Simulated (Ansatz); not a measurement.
# Monolayer T-PtSe2 in a field along the normal: induced dipole (PBEsol)

A gate puts a field across monolayer T-PtSe2. How large is the induced dipole, and what happens to the gap?

All values are computed: Ansatz 0.2.0, PBEsol, plane waves, no spin–orbit coupling; sawtooth field with a dipole correction, atoms held at their zero-field places, cell area 12.01 Å². The field is the one in the vacuum. Energy changes count from the zero-field run.

| field (V/Å) | dipole (e·Å) | energy change (meV) | gap on the path (eV) |
| --- | --- | --- | --- |
| 0.05 | 0.016 | -0.4 | 1.37 |
| 0.1 | 0.032 | -1.6 | 1.37 |
| 0.2 | 0.064 | -6.4 | 1.37 |
| 0.3 | ? | ? | ? |
| 0.4 | 0.128 | -25.6 | 1.37 |

**Fit.** A least-squares line through the shown values, as rounded, is dipole = 0.000 + 0.32 × field (V/Å); it misses them by 0.000 e·Å at most. The fit misses the rows by 0.000 e·Å on average, and their plain mean by 0.036 e·Å, so the fit does better. The slope is the electronic polarisability of the cell, α = 0.32 e·Å²/V. It also sets the energy, −αF²/2 for a sheet without a dipole of its own: -25.6 meV at 0.4 V/Å. From the weakest to the strongest field the gap on the path changes by +0.00 eV.

**The withheld row.** The prediction is 0.000 + 0.32 × (0.3) = 0.096 e·Å. The run gave dipole 0.096 e·Å, energy change -14.4 meV, gap on the path 1.37 eV. The miss in dipole is +0.000 e·Å, within the scatter of the fitted rows. The mean of the shown rows would have missed by +0.036 e·Å.

Ions don't move, so the lattice part of the screening is missing; semilocal functionals overestimate polarisabilities somewhat.
